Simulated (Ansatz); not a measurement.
In doubt: the elements are of a kind flagged for part-filled d or f shells, though by formal charges that shell is empty here, so the flag may not apply.

Two G0W0 runs on CeO2 (Fm-3m).

```
Ce O
1.0
     0.00000    2.70365    2.70365
     2.70365    0.00000    2.70365
     2.70365    2.70365    0.00000
Ce O
1 2
Direct
  0.00000 0.00000 0.00000
  0.25000 0.25000 0.25000
  0.75000 0.75000 0.75000
```

The cell and positions come from the Crystallography Open Database and are kept as given unless a step says otherwise. Spin-orbit coupling is left out unless a run names it.

The first (Ansatz 0.2.0; start PBE, 6×6×6 mesh, 117 empty bands, screening to 120 eV, PAW set soft_1 files; 1 × NVIDIA H100 80GB HBM3 (shared by 6 runs) with 3 threads of AMD EPYC 7R13 (Zen 3), shared host) gave, on its mesh: starting gap 2.08 eV, G0W0 gap 3.83 eV, RPA ε∞ (mean) 7.62, 18 s.

Question: The second changes files from PAW set soft_1 to hard PAW. What does it give?

It gave: starting gap 2.09 eV, G0W0 gap 3.86 eV, RPA ε∞ (mean) 7.61, 25 s. The G0W0 gap moves by +0.03 eV, +0.01 eV from the start and +0.02 eV from the correction.

Limits: not at the basis limit; f levels unsure; no spin polarisation; f levels unsure; no spin-orbit coupling.

[Paths, hosts, dates, memory and timing lines, banners, echoed tables and standing remarks are left out of the program output.]

[Logs are printed without paths, hosts, clocks, repeated set-up lines and the standing remarks that a program may print on its own settings, such as how far it seeks lower states.]

[Runs of the session that timed out or met a known fault of the program may be left out.]

[Cells called generated may have been cut or substituted from an entry of the Crystallography Open Database or the Materials Project.]

[Hosts, paths, dates, database ids (printed as entryN), source tags and the programs' standing remarks are cut or masked in the printed files.]
